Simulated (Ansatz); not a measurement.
# Optical response of BN (Qingsongite)

Wanted: where BN (Qingsongite) starts to absorb, how strongly, and its refractive index.

Calculated with Ansatz 0.2.0; DFT, PBE, plane-wave PAW, default files, scalar-relativistic, independent-particle optical response without local fields.

The raw output is cut from this account; settings, times and results stay.

## (1) Set-up

Symmetry: F-43m, No. 216, cubic system. The conventional cell has a = 3.615 Å, b = 3.615 Å, c = 3.615 Å, α = 90.00°, β = 90.00°, γ = 90.00°. Nearest to N lie 4 B at 1.57 Å. Nearest to B lie 4 N at 1.57 Å. Farther neighbours, and contacts between anions beyond the nearest, are not listed.

## (2) Ground state and bands

First the ground state: is it a metal or has it a gap?

This step: DFT, PBE, plane-wave PAW, default files, scalar-relativistic, ground state (Ansatz 0.2.0).

Contents of input.yaml:

```yaml
crystal:
  lattice:
    - [0.0, 1.8075, 1.8075]
    - [1.8075, 0.0, 1.8075]
    - [1.8075, 1.8075, 0.0]
  atoms:
    - { symbol: "N", position: [0.75, 0.75, 0.75] }
    - { symbol: B, position: [0.0, 0.0, 0.0] }
kpoints:
  mp_grid: { grid: [11, 11, 11] }
  band_path:
    path:
      - [[0.0, 0.0, 0.0], [0.5, 0.0, 0.5], [0.5, 0.25, 0.75], [0.375, 0.375, 0.75], [0.0, 0.0, 0.0], [0.5, 0.5, 0.5], [0.625, 0.25, 0.625], [0.5, 0.25, 0.75], [0.5, 0.5, 0.5], [0.375, 0.375, 0.75]]
      - [[0.625, 0.25, 0.625], [0.5, 0.0, 0.5]]
    npoints: 6
scf:
  occupations: { method: fermi_dirac, width: 0.05 }
  n_extra_bands: 6
hamiltonian:
  xc: pbe
  pseudopotentials: { kind: paw }
output:
  forces: true
  stress: true
  populations: true
  write_bands: true
  write_density: true
  write_potential: true
  elf: true
  volumetric_format: npy
```

Launch:

```console
$ ansatz run input.yaml --threads 4 --pin off --max-ram 8192MiB --backend cpu --events-out ev --progress --plain --runs-dir out
```

It took 6.5 s on 4 threads of AMD EPYC 9R14 (Zen 4), shared host; peak memory 0.4 GiB.

Read-outs:

| Quantity | Value |
| --- | --- |
| free energy | -542.2749 eV |
| Fermi energy | 13.45 eV |
| gap by band count | 4.575 eV |
| electrons | 8 |
| symmetry operations | 24 |
| pressure | 3.028 GPa |
| gap on the k-mesh | 4.575 eV |
| volume | 11.81 Å³ |
| gap on the path | 4.472 eV |
| least direct gap on the path | 8.831 eV |

There is a gap, 4.47 eV on the path, so no carriers' term is needed. The cell is left with a pressure of 3.0 GPa, as it stands unrelaxed at this level.

Electronic bands along the path, in eV, zero at the Fermi level; v1 is the highest filled band, c1 the lowest empty one:

| point | v3 | v2 | v1 | c1 | c2 | c3 | c4 |
| --- | --- | --- | --- | --- | --- | --- | --- |
| Γ | -2.27 | -2.27 | -2.27 | 6.56 | 6.56 | 6.56 | 8.05 |
| halfway | -6.25 | -5.28 | -5.28 | 4.53 | 9.27 | 11.17 | 11.17 |
| X | -11.19 | -7.18 | -7.18 | 2.20 | 6.97 | 15.64 | 15.64 |
| halfway | -10.77 | -8.04 | -7.98 | 4.25 | 8.63 | 13.96 | 15.15 |
| W | -9.86 | -9.24 | -8.78 | 7.33 | 11.02 | 12.24 | 12.38 |
| halfway | -10.22 | -9.70 | -7.36 | 5.92 | 10.82 | 12.31 | 14.13 |
| K | -10.40 | -9.93 | -6.35 | 4.65 | 10.61 | 13.55 | 14.39 |
| halfway | -8.02 | -6.19 | -3.39 | 8.38 | 8.44 | 8.92 | 11.28 |
| Γ | -2.27 | -2.27 | -2.27 | 6.56 | 6.56 | 6.56 | 8.05 |
| halfway | -7.75 | -3.40 | -3.40 | 7.37 | 8.07 | 8.07 | 11.29 |
| L | -12.96 | -4.21 | -4.21 | 7.86 | 8.45 | 8.45 | 12.98 |
| halfway | -12.21 | -6.72 | -5.13 | 6.62 | 10.41 | 10.50 | 13.32 |
| U | -10.40 | -9.93 | -6.35 | 4.65 | 10.61 | 13.55 | 14.39 |
| halfway | -10.22 | -9.70 | -7.36 | 5.92 | 10.82 | 12.31 | 14.13 |
| W | -9.86 | -9.24 | -8.78 | 7.33 | 11.02 | 12.24 | 12.38 |
| halfway | -11.97 | -7.10 | -5.72 | 7.33 | 8.90 | 12.10 | 13.50 |
| L | -12.96 | -4.21 | -4.21 | 7.86 | 8.45 | 8.45 | 12.98 |
| halfway | -12.21 | -6.72 | -5.13 | 6.62 | 10.41 | 10.50 | 13.32 |
| K | -10.40 | -9.93 | -6.35 | 4.65 | 10.61 | 13.55 | 14.39 |
| jump to U | -10.40 | -9.93 | -6.35 | 4.65 | 10.61 | 13.55 | 14.39 |
| halfway | -10.98 | -8.24 | -6.96 | 3.15 | 7.92 | 15.05 | 15.27 |
| X | -11.19 | -7.18 | -7.18 | 2.20 | 6.97 | 15.64 | 15.64 |

Valence density in the ac plane of a cell with a along [110], b along [-110] and c along [001] of the cube at fractional y = 0.000, with atoms of N and B within 0.2 Å of it. It is the smooth field of the valence electrons, not physical close to the nuclei.

Values in e/Å³, 9 rows by 14 columns, each cell a mean:
```
0.5 0.5 0.3 0.3 0.3 0.5 0.6 0.5 0.5 0.3 0.3 0.3 0.5 0.6
0.5 0.4 0.2 0.1 0.1 0.3 0.5 0.5 0.4 0.2 0.1 0.1 0.3 0.5
0.3 0.2 0.1 0.1 0.1 0.2 0.2 0.3 0.2 0.1 0.1 0.1 0.2 0.2
0.1 0.1 0.2 0.2 0.2 0.1 0.1 0.1 0.1 0.2 0.2 0.2 0.1 0.1
0.1 0.2 0.5 0.8 0.7 0.3 0.1 0.1 0.2 0.5 0.8 0.7 0.3 0.1
0.2 0.5 1.5 2.6 2.1 0.8 0.3 0.2 0.5 1.5 2.6 2.1 0.8 0.3
0.4 0.9 2.6 3.6 3.3 1.5 0.6 0.4 0.9 2.6 3.6 3.3 1.5 0.6
0.7 1.1 2.1 2.9 2.6 1.5 0.8 0.7 1.1 2.1 2.9 2.6 1.5 0.8
0.4 0.8 0.9 1.0 1.0 0.9 0.6 0.4 0.8 0.9 1.0 1.0 0.9 0.6
```

ELF in the ac plane of a cell with a along [110], b along [-110] and c along [001] of the cube at fractional y = 0.000, with atoms of N and B within 0.2 Å of it. It is the smooth field of the valence electrons, not physical close to the nuclei.

Values, 9 rows by 14 columns, each cell a mean:
```
0.13 0.23 0.30 0.25 0.28 0.29 0.16 0.13 0.23 0.30 0.25 0.28 0.29 0.16
0.35 0.26 0.12 0.05 0.08 0.20 0.33 0.35 0.26 0.12 0.05 0.08 0.20 0.33
0.19 0.13 0.06 0.04 0.05 0.09 0.17 0.19 0.13 0.06 0.04 0.05 0.09 0.17
0.05 0.05 0.12 0.21 0.16 0.07 0.05 0.05 0.05 0.12 0.21 0.16 0.07 0.05
0.03 0.16 0.46 0.65 0.57 0.28 0.06 0.03 0.16 0.46 0.65 0.57 0.28 0.06
0.12 0.44 0.67 0.61 0.65 0.59 0.23 0.12 0.44 0.67 0.61 0.65 0.59 0.23
0.35 0.71 0.67 0.22 0.46 0.77 0.51 0.35 0.71 0.67 0.22 0.46 0.77 0.51
0.38 0.82 0.85 0.59 0.74 0.88 0.58 0.38 0.82 0.85 0.59 0.74 0.88 0.58
0.08 0.52 0.76 0.70 0.74 0.69 0.23 0.08 0.52 0.76 0.70 0.74 0.69 0.23
```

## (3) Spectrum

The spectrum is a sum over vertical transitions between filled and empty bands at the fixed density, so many empty bands are needed.

This step: DFT, PBE, plane-wave PAW, default files, scalar-relativistic, independent-particle optical response without local fields (Ansatz 0.2.0).

input.yaml, the sections that differ from step 2:

```yaml
kpoints:
  mp_grid: { grid: [11, 11, 11] }
scf:
  occupations: { method: fixed }
output:
  optics:
    e_range: [0, 20]
    de: 0.05
    sigma: 0.1
    nscf_kmesh: { grid: [12, 12, 12] }
    bands: { spectra_wanted_up_to: 20 }
# crystal, hamiltonian: as in step 2
```

Wall time 1.9 s (4 threads); peak memory 0.61 GiB.

Read-outs:

| Quantity | Value |
| --- | --- |
| electronic dielectric constant ε∞, mean of the axes | 4.707 |
| absorption onset, first axis (α over 10⁴ cm⁻¹, or the direct gap if that lies higher) | 8.831 eV |
| main peak of Im epsilon, first axis | 12.01 eV |
| least direct gap on the mesh | 8.831 eV |
| bands summed | 13 |
| spectra valid up to | 28.02 eV |
| program's estimate of the k-sum error in Im epsilon | 0.11 % |
| electrons in the f-sum | 6.583 |

The Im ε, any direction by photon energy; read off at these points:

| photon energy (eV) | Im ε, any direction |
| --- | --- |
| 8.5 | 0 |
| 9.0 | 1.78 |
| 9.5 | 4.49 |
| 10.0 | 8.06 |
| 10.5 | 8.53 |
| 11.0 | 10.1 |
| 11.5 | 13.2 |
| 12.0 | 18.2 |
| 12.5 | 12.2 |
| 13.0 | 8.55 |
| 13.5 | 6.67 |
| 14.0 | 5.47 |
| 14.5 | 7.14 |
| 15.0 | 5.74 |
| 15.5 | 4.70 |
| 16.0 | 3.86 |
| 16.5 | 3.24 |
| 17.0 | 2.70 |
| 17.5 | 2.39 |
| 18.0 | 1.93 |
| 18.5 | 1.63 |
| 19.0 | 1.39 |
| 19.5 | 1.19 |
| 20.0 | 1.03 |

Table of Re ε, any direction by photon energy:

photon energy (eV), Re ε, any direction and a bar from the least value:
```
        0        4.7 #################
        1        4.7 #################
        2        4.8 #################
        3        4.9 #################
        4        5.1 #################
        5        5.4 ##################
        6        5.9 ###################
        7        6.6 ####################
        8        7.9 #######################
        9       11.5 ##############################
       10       10.5 ############################
       11        9.4 ##########################
       12        3.0 #############
       13       -3.7 
       14       -1.8 ####
       15       -2.9 #
       16       -3.0 #
       17       -2.5 ##
       18       -2.2 ###
       19       -1.6 ####
       20       -1.1 #####
```

The reflectivity at normal incidence, any direction by photon energy; read off at these points:

photon energy (eV), reflectivity at normal incidence, any direction (%) and a bar from the least value:
```
     0.00       13.6 
     0.50       13.6 
     1.00       13.7 
     1.50       13.8 
     2.00       13.9 
     2.50       14.1 
     3.00       14.4 #
     3.50       14.7 #
     4.00       15.0 #
     4.50       15.5 #
     5.00       16.0 ##
     5.50       16.6 ##
     6.00       17.4 ###
     6.50       18.3 ###
     7.00       19.4 ####
     7.50       20.8 #####
     8.00       22.6 #######
     8.50       25.4 #########
     9.00       30.1 ############
     9.50       33.6 ###############
    10.00       34.8 ################
    10.50       34.8 ################
    11.00       37.0 #################
    11.50       41.2 ####################
    12.00       49.6 ##########################
    12.35       54.6 ##############################
    12.50       53.3 #############################
    13.00       50.8 ###########################
    13.50       47.4 #########################
    14.00       41.2 ####################
    14.50       42.3 #####################
    15.00       47.6 #########################
    15.50       49.5 ##########################
    16.00       50.1 ###########################
    16.50       50.6 ###########################
    17.00       50.5 ###########################
    17.50       50.3 ###########################
    18.00       52.6 #############################
    18.50       51.7 ############################
    19.00       51.1 ###########################
    19.50       49.6 ##########################
    20.00       46.8 ########################
```

Loss function −Im 1/ε at q → 0, any direction against energy loss; read off at these points:

| energy loss (eV) | loss function −Im 1/ε at q → 0, any direction |
| --- | --- |
| 8 | 0 |
| 9 | 0.0130 |
| 10 | 0.0459 |
| 11 | 0.0530 |
| 12 | 0.0533 |
| 13 | 0.0989 |
| 14 | 0.165 |
| 15 | 0.138 |
| 16 | 0.163 |
| 17 | 0.200 |
| 18 | 0.230 |
| 19 | 0.306 |
| 20 | 0.458 |

Values under 1 per cm are given as 1. Absorption coefficient, any direction against photon energy:

| photon energy (eV) | absorption coefficient, any direction (1/cm) |
| --- | --- |
| 0.000 | 1 |
| 0.500 | 1 |
| 1.000 | 1 |
| 1.500 | 1 |
| 2.000 | 1 |
| 2.500 | 1 |
| 3.000 | 1 |
| 3.500 | 1 |
| 4.000 | 1 |
| 4.500 | 1 |
| 5.000 | 1 |
| 5.500 | 1 |
| 6.000 | 1 |
| 6.500 | 1 |
| 7.000 | 1 |
| 7.500 | 1 |
| 8.000 | 1 |
| 8.500 | 1 |
| 9.000 | 2.4e5 |
| 9.500 | 5.9e5 |
| 10.000 | 1.2e6 |
| 10.500 | 1.4e6 |
| 11.000 | 1.7e6 |
| 11.500 | 2.2e6 |
| 12.000 | 3.4e6 |
| 12.500 | 3.7e6 |
| 13.000 | 3.4e6 |
| 13.500 | 3.1e6 |
| 14.000 | 2.8e6 |
| 14.500 | 3.1e6 |
| 15.000 | 3.3e6 |
| 15.500 | 3.3e6 |
| 16.000 | 3.2e6 |
| 16.500 | 3.1e6 |
| 17.000 | 3.0e6 |
| 17.500 | 3.0e6 |
| 18.000 | 2.9e6 |
| 18.500 | 2.8e6 |
| 19.000 | 2.6e6 |
| 19.500 | 2.5e6 |
| 20.000 | 2.3e6 |

At chosen wavelengths:

| wavelength (nm) | n | k | R (%) | 1/α |
| --- | --- | --- | --- | --- |
| 1550 | 2.17 | 0.000 | 13.7 | over 1 mm |
| 1064 | 2.18 | 0.000 | 13.7 | over 1 mm |
| 633 | 2.19 | 0.000 | 13.9 | over 1 mm |
| 532 | 2.20 | 0.000 | 14.1 | over 1 mm |
| 365 | 2.24 | 0.000 | 14.6 | over 1 mm |
| 308 | 2.27 | 0.000 | 15.1 | over 1 mm |
| 248 | 2.33 | 0.000 | 16.0 | over 1 mm |

Through 1 µm of it, D65 light comes out colourless, dimmed by reflection (x = 0.313, y = 0.330; 75 % transmitted).

The first strong peak, at 12.01 eV, lies at the vertical distance of the highest filled and the lowest empty band at L (12.08 eV), a point of high symmetry, where critical points commonly lie; the match rests on energies alone.

The f-sum over the summed bands holds 6.6 of the cell's 8 electrons outside the frozen cores, 2 of which lie in bands more than 12 eV below the Fermi level, whose transitions come at higher energies. Up to 20 eV the strength has a mean oscillator energy of 12.8 eV, close to the main peak.

## (4) Static response with local fields

Perturbation theory gives the static response with local fields and the functional's kernel, and it needs no empty bands.

This step: DFT, PBE, plane-wave PAW, default files, scalar-relativistic, static field response by perturbation theory with local fields (Ansatz 0.2.0).

input.yaml, the sections that differ from step 3:

```yaml
dielectric: {}
# crystal, kpoints, scf, hamiltonian: as in step 3
# output: removed
```

Run time: 1.8 s. Hardware: 4 threads; peak memory 0.45 GiB; 6.2 s of CPU time.

Read from the output:

```
electronic dielectric constant ε∞, mean of the axes : 4.606
```

ε∞ with local fields:

```
4.61 0.00 0.00
0.00 4.61 0.00
0.00 0.00 4.61
```

Diagonal elements. Born, by row:

| atom | Z*xx (e) | Z*yy (e) | Z*zz (e) |
| --- | --- | --- | --- |
| N1 | -1.91 | -1.91 | -1.91 |
| B2 | 1.91 | 1.91 | 1.91 |

Mean Born charges are N -1.91 and B +1.91, against formal valences of -3 and +3. They fall short of the ionic values, as in covalent bonds.

## (5) What came out

| Property | Result |
| --- | --- |
| gap on the path | 4.47 eV |
| least direct gap on the path | 8.83 eV |
| electronic dielectric constant ε∞, mean of the axes (independent particles) | 4.71 |
| absorption onset, first axis (α over 10⁴ cm⁻¹, or the direct gap if that lies higher) | 8.83 eV |
| main peak of Im epsilon, first axis | 12.0 eV |
| electronic dielectric constant ε∞, mean of the axes (static response with local fields) | 4.61 |

**Reading.** At this level (PBE, independent particles) BN has ε∞ = 4.71 (4.61 with local fields) and n = 2.17 at 1550 nm; absorption sets in near 8.8 eV, and Im ε peaks at 12.0 eV. The gap is indirect (4.47 eV), so absorption without phonons can begin only at the direct gap of 8.83 eV. Lines 0.1 eV wide carry a tail of absorption under the direct gap, past the threshold already at 8.72 eV. Absorption is strong from the direct gap on, 8.83 eV, in the ultraviolet, so the visible is passed. Im ε has its chief maxima at 12.01 eV (18) and 14.53 eV (7.2). The first strong peak, at 12.01 eV, lies at the vertical distance of the highest filled and the lowest empty band at L (12.08 eV), a point of high symmetry, where critical points commonly lie; the match rests on energies alone. Through 1 µm of it, D65 light comes out colourless, dimmed by reflection (x = 0.313, y = 0.330; 75 % transmitted). With local fields and the functional's kernel the static response is 4.61 against 4.71 for independent particles (-2 %). In the base spectrum excitons and phonon-assisted transitions are missing, and so are local fields; PBE gaps are as a rule too small, which pulls the onset down and ε∞ up. In the base run ε includes the program's bounded estimate of what the bands above those summed add.

[Long decimals in the printed logs are rounded to 6 places.]

[Logs are printed without paths, hosts, clocks, repeated set-up lines and the standing remarks that a program may print on its own settings, such as how far it seeks lower states.]

[Hosts, paths, dates, database ids (printed as entryN), source tags and the programs' standing remarks are cut or masked in the printed files.]

[Where the starting crystal was built by hand or by swapping elements, it need not be the compound's stable phase.]

[The count of steps not shown may lack steps that the program refused or didn't finish.]
